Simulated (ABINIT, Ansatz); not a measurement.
# Quasiparticle gap of BaTiO3 (P4mm) in ABINIT

How does a plane-wave GW calculation on BaTiO3 (P4mm) run from the first input to the gap?

Method: PBE and many-body steps on it, plane waves, in ABINIT 10.8.3.

This is a report of a sequence of runs, with most program output left out.

## (1) The starting structure

Symmetry: P4mm, No. 99, tetragonal system. Conventional cell: a = 3.990 Å, b = 3.990 Å, c = 4.023 Å, α = 90.00°, β = 90.00°, γ = 90.00°. Nearest to Ba lie 12 O at 2.80 to 2.87 Å. Nearest to Ti lie 6 O at 1.84 to 2.18 Å. Nearest to O lie 2 Ti at 1.84 to 2.18 Å and 4 Ba at 2.82 Å. O has 2 Ti at 2.00 Å and 4 Ba at 2.80 to 2.87 Å nearest. Farther neighbours and most contacts between anions are not listed.

As a file:

```cif
data_structure
_symmetry_space_group_name_H-M 'P4mm'
_symmetry_Int_Tables_number 99
_cell_length_a 3.9905
_cell_length_b 3.9905
_cell_length_c 4.0230
_cell_angle_alpha 90.000
_cell_angle_beta 90.000
_cell_angle_gamma 90.000
_cell_volume 64.06
loop_
_atom_site_label
_atom_site_type_symbol
_atom_site_symmetry_multiplicity
_atom_site_Wyckoff_symbol
_atom_site_fract_x
_atom_site_fract_y
_atom_site_fract_z
_atom_site_occupancy
Ba1 Ba 1 a 0.00000 0.00000 0.00000 1
Ti1 Ti 1 b 0.50000 0.50000 0.52200 1
O1 O 1 b 0.50000 0.50000 0.97900 1
O2 O 2 c 0.50000 0.00000 0.48800 1
```

The cell and positions come from the Crystallography Open Database and are kept as given unless a step says otherwise. Spin-orbit coupling is left out unless a step names it.

## (2) Ground state

This step: ABINIT 10.8.3; DFT, PBE, plane waves, norm-conserving pseudopotentials.

The ground-state density comes first.

Contents of run.abi:

```
acell 3*1.0 Angstrom
rprim 
  3.990480000000 0.000000000000 0.000000000000
  0.000000000000 3.990480000000 0.000000000000
  0.000000000000 0.000000000000 4.023030000000
ntypat 3
znucl 56 22 8
natom 5
typat 1 2 3 3 3
xred 
  0.000000000000 0.000000000000 0.000000000000
  0.500000000000 0.500000000000 0.522000000000
  0.500000000000 0.500000000000 0.979000000000
  0.500000000000 0.000000000000 0.488000000000
  0.000000000000 0.500000000000 0.488000000000
pp_dirpath "pseudos"
pseudos "Ba.upf, Ti.upf, O.upf"
ecut 38
ngkpt 6 6 6
nshiftk 1
shiftk 0 0 0
kptopt 1
chksymbreak 0
nband 26
occopt 1
tolvrs 1e-10
nstep 60
prtwf 0
indata_prefix "in"
outdata_prefix "out"
tmpdata_prefix "tmp"
```

Launch:

```console
$ OMP_NUM_THREADS=1 mpirun -n 4 abinit run.abi > log
```

Run time: 89 s. Hardware: 4 MPI ranks of Arm Neoverse V1, shared host; peak memory 0.38 GiB.

Numbers from this step:

```yaml
total_energy: -3738.4596 eV
gap: 1.851 eV
k_of_the_valence_top: 0.5, 0.5, 0.5
k_of_the_conduction_bottom: 0, 0, 0
least_direct_gap: 2.222 eV
pressure: 3.877 GPa
```

The gap is indirect, with the least direct gap 0.37 eV higher.

The cutoff was set for levels, not for stress, so the pressure can be off by some GPa.

## (3) Bands along the symmetry lines

Levels along a band path, at the cheap level, show where the edges lie and whether the meshes to come will hold them.

Contents of run.abi:

```
acell 3*1.0 Angstrom
rprim 
  3.990480000000 0.000000000000 0.000000000000
  0.000000000000 3.990480000000 0.000000000000
  0.000000000000 0.000000000000 4.023030000000
ntypat 3
znucl 56 22 8
natom 5
typat 1 2 3 3 3
xred 
  0.000000000000 0.000000000000 0.000000000000
  0.500000000000 0.500000000000 0.522000000000
  0.500000000000 0.500000000000 0.979000000000
  0.500000000000 0.000000000000 0.488000000000
  0.000000000000 0.500000000000 0.488000000000
pp_dirpath "pseudos"
pseudos "Ba.upf, Ti.upf, O.upf"
ecut 38
iscf -2
irdden 1
kptopt 0
nkpt 75
kpt 
  0.00000000 0.00000000 0.00000000
  0.00000000 0.06250000 0.00000000
  0.00000000 0.12500000 0.00000000
  0.00000000 0.18750000 0.00000000
  0.00000000 0.25000000 0.00000000
  0.00000000 0.31250000 0.00000000
  0.00000000 0.37500000 0.00000000
  0.00000000 0.43750000 0.00000000
  0.00000000 0.50000000 0.00000000
  0.06250000 0.50000000 0.00000000
  0.12500000 0.50000000 0.00000000
  0.18750000 0.50000000 0.00000000
  0.25000000 0.50000000 0.00000000
  0.31250000 0.50000000 0.00000000
  0.37500000 0.50000000 0.00000000
  0.43750000 0.50000000 0.00000000
  0.50000000 0.50000000 0.00000000
  0.43750000 0.43750000 0.00000000
  0.37500000 0.37500000 0.00000000
  0.31250000 0.31250000 0.00000000
  0.25000000 0.25000000 0.00000000
  0.18750000 0.18750000 0.00000000
  0.12500000 0.12500000 0.00000000
  0.06250000 0.06250000 0.00000000
  0.00000000 0.00000000 0.00000000
  0.00000000 0.00000000 0.06250000
  0.00000000 0.00000000 0.12500000
  0.00000000 0.00000000 0.18750000
  0.00000000 0.00000000 0.25000000
  0.00000000 0.00000000 0.31250000
  0.00000000 0.00000000 0.37500000
  0.00000000 0.00000000 0.43750000
  0.00000000 0.00000000 0.50000000
  0.00000000 0.06250000 0.50000000
  0.00000000 0.12500000 0.50000000
  0.00000000 0.18750000 0.50000000
  0.00000000 0.25000000 0.50000000
  0.00000000 0.31250000 0.50000000
  0.00000000 0.37500000 0.50000000
  0.00000000 0.43750000 0.50000000
  0.00000000 0.50000000 0.50000000
  0.06250000 0.50000000 0.50000000
  0.12500000 0.50000000 0.50000000
  0.18750000 0.50000000 0.50000000
  0.25000000 0.50000000 0.50000000
  0.31250000 0.50000000 0.50000000
  0.37500000 0.50000000 0.50000000
  0.43750000 0.50000000 0.50000000
  0.50000000 0.50000000 0.50000000
  0.43750000 0.43750000 0.50000000
  0.37500000 0.37500000 0.50000000
  0.31250000 0.31250000 0.50000000
  0.25000000 0.25000000 0.50000000
  0.18750000 0.18750000 0.50000000
  0.12500000 0.12500000 0.50000000
  0.06250000 0.06250000 0.50000000
  0.00000000 0.00000000 0.50000000
  0.00000000 0.50000000 0.00000000
  0.00000000 0.50000000 0.06250000
  0.00000000 0.50000000 0.12500000
  0.00000000 0.50000000 0.18750000
  0.00000000 0.50000000 0.25000000
  0.00000000 0.50000000 0.31250000
  0.00000000 0.50000000 0.37500000
  0.00000000 0.50000000 0.43750000
  0.00000000 0.50000000 0.50000000
  0.50000000 0.50000000 0.00000000
  0.50000000 0.50000000 0.06250000
  0.50000000 0.50000000 0.12500000
  0.50000000 0.50000000 0.18750000
  0.50000000 0.50000000 0.25000000
  0.50000000 0.50000000 0.31250000
  0.50000000 0.50000000 0.37500000
  0.50000000 0.50000000 0.43750000
  0.50000000 0.50000000 0.50000000
istwfk *1
nband 27
nbdbuf 2
tolwfr 1e-08
nstep 40
prtwf 0
prtvol 0
indata_prefix "in"
outdata_prefix "out"
tmpdata_prefix "tmp"
```

Elapsed: 1.7 min, on 4 MPI ranks; peak memory 0.41 GiB.

This step gave:

| Property | Result |
| --- | --- |
| gap | 1.851 eV |
| k of the valence top | 0.5, 0.5, 0.5 |
| k of the conduction bottom | 0, 0, 0 |
| least direct gap | 2.222 eV |

The gap is 1.851 eV, as in the run before at this level.

The electronic bands at the labelled points (eV, zero at the top of the highest filled band):

| point | band 17 | band 18 | band 19 | band 20 | band 21 | band 22 | band 23 | band 24 |
| --- | --- | --- | --- | --- | --- | --- | --- | --- |
| Γ | -1.18 | -0.45 | -0.37 | -0.37 | 1.85 | 2.22 | 2.22 | 4.12 |
| halfway | -1.52 | -1.26 | -0.81 | -0.67 | 2.27 | 2.80 | 2.85 | 4.27 |
| X | -1.84 | -1.67 | -1.13 | -0.97 | 2.34 | 3.57 | 3.64 | 4.24 |
| halfway | -1.68 | -1.53 | -1.12 | -0.50 | 2.90 | 3.65 | 3.72 | 4.77 |
| M | -1.83 | -1.08 | -1.08 | -0.07 | 3.66 | 3.66 | 4.02 | 4.77 |
| halfway | -1.95 | -1.19 | -0.93 | -0.51 | 2.76 | 2.98 | 3.16 | 4.76 |
| Γ | -1.18 | -0.45 | -0.37 | -0.37 | 1.85 | 2.22 | 2.22 | 4.12 |
| halfway | -1.61 | -1.32 | -0.55 | -0.55 | 1.93 | 2.99 | 2.99 | 4.12 |
| Z | -1.96 | -1.94 | -0.71 | -0.71 | 2.00 | 3.68 | 3.68 | 4.12 |
| halfway | -1.43 | -1.30 | -1.11 | -0.67 | 2.87 | 3.69 | 3.72 | 4.79 |
| R | -1.75 | -0.92 | -0.89 | -0.25 | 3.60 | 3.70 | 4.02 | 4.96 |
| halfway | -2.49 | -0.62 | -0.53 | -0.21 | 3.89 | 3.91 | 4.14 | 6.26 |
| A | -2.42 | -0.18 | -0.18 | 0.00 | 4.25 | 4.26 | 4.26 | 6.47 |
| halfway | -2.17 | -0.89 | -0.72 | -0.66 | 3.36 | 3.80 | 3.84 | 6.00 |
| Z | -1.96 | -1.94 | -0.71 | -0.71 | 2.00 | 3.68 | 3.68 | 4.12 |
| jump to X | -1.84 | -1.67 | -1.13 | -0.97 | 2.34 | 3.57 | 3.64 | 4.24 |
| halfway | -1.48 | -1.41 | -1.22 | -0.64 | 3.05 | 3.59 | 3.75 | 4.82 |
| R | -1.75 | -0.92 | -0.89 | -0.25 | 3.60 | 3.70 | 4.02 | 4.96 |
| jump to M | -1.83 | -1.08 | -1.08 | -0.07 | 3.66 | 3.66 | 4.02 | 4.77 |
| halfway | -2.57 | -0.72 | -0.72 | -0.04 | 3.94 | 3.94 | 4.13 | 6.07 |
| A | -2.42 | -0.18 | -0.18 | 0.00 | 4.25 | 4.26 | 4.26 | 6.47 |

## (4) Empty states on the mesh, 4×4×4 mesh, 322 bands

The sums over transitions need many empty states on a uniform mesh; this step solves for them.

Contents of run.abi:

```
acell 3*1.0 Angstrom
rprim 
  3.990480000000 0.000000000000 0.000000000000
  0.000000000000 3.990480000000 0.000000000000
  0.000000000000 0.000000000000 4.023030000000
ntypat 3
znucl 56 22 8
natom 5
typat 1 2 3 3 3
xred 
  0.000000000000 0.000000000000 0.000000000000
  0.500000000000 0.500000000000 0.522000000000
  0.500000000000 0.500000000000 0.979000000000
  0.500000000000 0.000000000000 0.488000000000
  0.000000000000 0.500000000000 0.488000000000
pp_dirpath "pseudos"
pseudos "Ba.upf, Ti.upf, O.upf"
ecut 38
ngkpt 4 4 4
nshiftk 1
shiftk 0 0 0
kptopt 1
chksymbreak 0
irdden 1
istwfk *1
nband 322
prtvol 0
optdriver 6
gwr_task "HDIAGO"
paral_kgb 0
occopt 1
indata_prefix "in"
outdata_prefix "out"
tmpdata_prefix "tmp"
```

Elapsed: 7.1 min, on 4 MPI ranks; peak memory 5.3 GiB.

Numbers from this step:

| Quantity | Value |
| --- | --- |
| gap | 1.851 eV |
| k of the valence top | 0.5, 0.5, 0.5 |
| k of the conduction bottom | 0, 0, 0 |
| least direct gap | 2.222 eV |
| k points computed | 18 |
| lowest point of the top converged band, above the valence top | 145.1917 eV |

On this mesh the gap is 1.851 eV.

## (5) Screening, 4×4×4 mesh, 314 bands, screening to 217.7 eV

The RPA dielectric matrix is built and inverted for each q.

This step: RPA screening on PBE, plane waves, norm-conserving pseudopotentials.

Edit run.abi of step 4 so:

```diff
@@ -23,10 +23,11 @@
 chksymbreak 0
-irdden 1
 istwfk *1
-nband 322
-prtvol 0
-optdriver 6
-gwr_task "HDIAGO"
-paral_kgb 0
 occopt 1
+irdwfk 1
+optdriver 3
+nband 314
+ecuteps 8
+inclvkb 2
+awtr 1
+symchi 1
 indata_prefix "in"
```

It took 16 min on 4 MPI ranks; peak memory 4.3 GiB; 63 min of CPU time.

Numbers from this step:

```
ε∞ with local fields, on this mesh, along the program's q direction : 5.791
the same without local fields                                       : 6.438
plasma frequency                                                    : 29.34 eV
plane waves in the screening matrix                                 : 461
```

Local fields lower ε∞ by 10 %. On a Γ-centred mesh this coarse the value itself is usually too large, while a short band sum pulls it down.

## (6) Self-energy, 4×4×4 mesh, 314 bands, screening to 217.7 eV

The self-energy is evaluated for the states that the input lists, and the levels follow from it, in one-shot runs by the linearised quasiparticle equation.

This step: G0W0 on PBE, plane waves, norm-conserving pseudopotentials.

Edit run.abi of step 5 so:

```diff
@@ -26,8 +26,17 @@
 irdwfk 1
-optdriver 3
+optdriver 4
 nband 314
+gwcalctyp 0
+ecutsigx 38
+symsigma 1
+nkptgw 2
+kptgw 
+  0.5000000000 0.5000000000 0.5000000000
+  0.0000000000 0.0000000000 0.0000000000
+bdgw 
+  18 23
+  19 23
 ecuteps 8
-inclvkb 2
-awtr 1
-symchi 1
+irdscr 1
+ppmodel 1
 indata_prefix "in"
```

It took 2.7 min on 4 MPI ranks; peak memory 4.4 GiB; 11 min of CPU time.

Numbers from this step:

| Property | Result |
| --- | --- |
| G0W0 gap on the points computed | 3.338 eV |
| starting gap on the mesh | 1.851 eV |
| k of the valence top | 0.5, 0.5, 0.5 |
| k of the conduction bottom | 0, 0, 0 |
| Z at the valence top | 0.761 |
| Z at the conduction bottom | 0.778 |
| least direct G0W0 gap on the computed points | 3.732 eV |

The gap on the mesh goes from 1.85 eV to 3.34 eV, a correction of +1.49 eV.

Limits: finite bands, cutoff and mesh; no spin-orbit coupling; coarse k mesh. v1 is the top filled band, c1 the lowest empty one. Levels before and after the correction, in eV, zero at the valence-band top of each column:

```csv
,conduction bottom,valence top
Kohn-Sham,1.85,0.00
G0W0,3.34,0.00
```

```csv
,level,energy (eV)
Kohn-Sham,(0.5 0.5 0.5) v3-v2,-0.176
Kohn-Sham,(0.5 0.5 0.5) v1,0.000
Kohn-Sham,(0.5 0.5 0.5) c1,4.248
Kohn-Sham,(0.5 0.5 0.5) c2-c3,4.260
Kohn-Sham,Γ v2-v1,-0.371
Kohn-Sham,Γ c1,1.851
Kohn-Sham,Γ c2-c3,2.219
G0W0,(0.5 0.5 0.5) v3-v2,-0.209
G0W0,(0.5 0.5 0.5) v1,0.000
G0W0,(0.5 0.5 0.5) c1,6.034
G0W0,(0.5 0.5 0.5) c2-c3,6.073
G0W0,Γ v2-v1,-0.394
G0W0,Γ c1,3.338
G0W0,Γ c2-c3,3.725
```

## (7) Where the time went

Times are wall times on 4 MPI ranks of Arm Neoverse V1, shared host, good to a factor of about two.

| step | time | share | memory (GiB) |
| --- | --- | --- | --- |
| ground state | 89 s | 5 % | 0.38 |
| bands along the symmetry lines | 1.7 min | 6 % | 0.41 |
| empty states on the mesh | 7.1 min | 25 % | 5.3 |
| screening | 16 min | 55 % | 4.3 |
| self-energy | 2.7 min | 9 % | 4.4 |

## (8) Results

```
PBE gap              : 1.85 eV, indirect
G0W0 gap on the mesh : 3.34 eV
GW settings          : 4×4×4 mesh, 314 bands, screening to 217.7 eV, Godby-Needs plasmon pole
known limits         : not at the basis limit; no spin-orbit coupling; coarse k mesh
```

In words: G0W0 moves the gap on the mesh from 1.85 eV to 3.34 eV (+1.49 eV), with Z of 0.76 and 0.78 at the edges. Local fields lower the RPA ε∞ on this mesh from 6.44 to 5.79; a Γ-centred mesh this coarse tends to raise both, most where the direct gap is narrow, while a short band sum lowers them. Only 2 of the mesh's irreducible points were corrected, so a valley elsewhere could overtake. The dearest step here is «screening». Bands and cutoff are finite, so the gap is not at the basis limit. The miss can reach some tenths of an eV and take either sign; the mesh is an error of its own. In the G0W0 run levels were corrected at 2 k points alone, so a gap called «on the mesh» is the least over those, and an edge elsewhere would be missed. The 4×4×4 mesh is coarse for this cell, which bears on the long-range parts of exchange and screening. The many-body steps are scalar-relativistic: spin-orbit coupling is not in them.

[Paths, hosts, dates, memory and timing lines, banners, echoed tables and standing remarks are left out of the program output.]

[Logs are printed without paths, hosts, clocks, repeated set-up lines and the standing remarks that a program may print on its own settings, such as how far it seeks lower states.]

[Runs of the session that timed out or met a known fault of the program may be left out.]

[Hosts, paths, dates, database ids (printed as entryN), source tags and the programs' standing remarks are cut or masked in the printed files.]

[G0W0 gaps are taken among the corrected bands and points alone; a level outside them can change the order at an edge.]

[Where Ansatz stands beside ABINIT at settings called matched, ABINIT's density can come from a denser mesh and the files from another edition; pairs whose starting gaps differed by over 0.03 eV were left out, so agreement reads better than it is.]
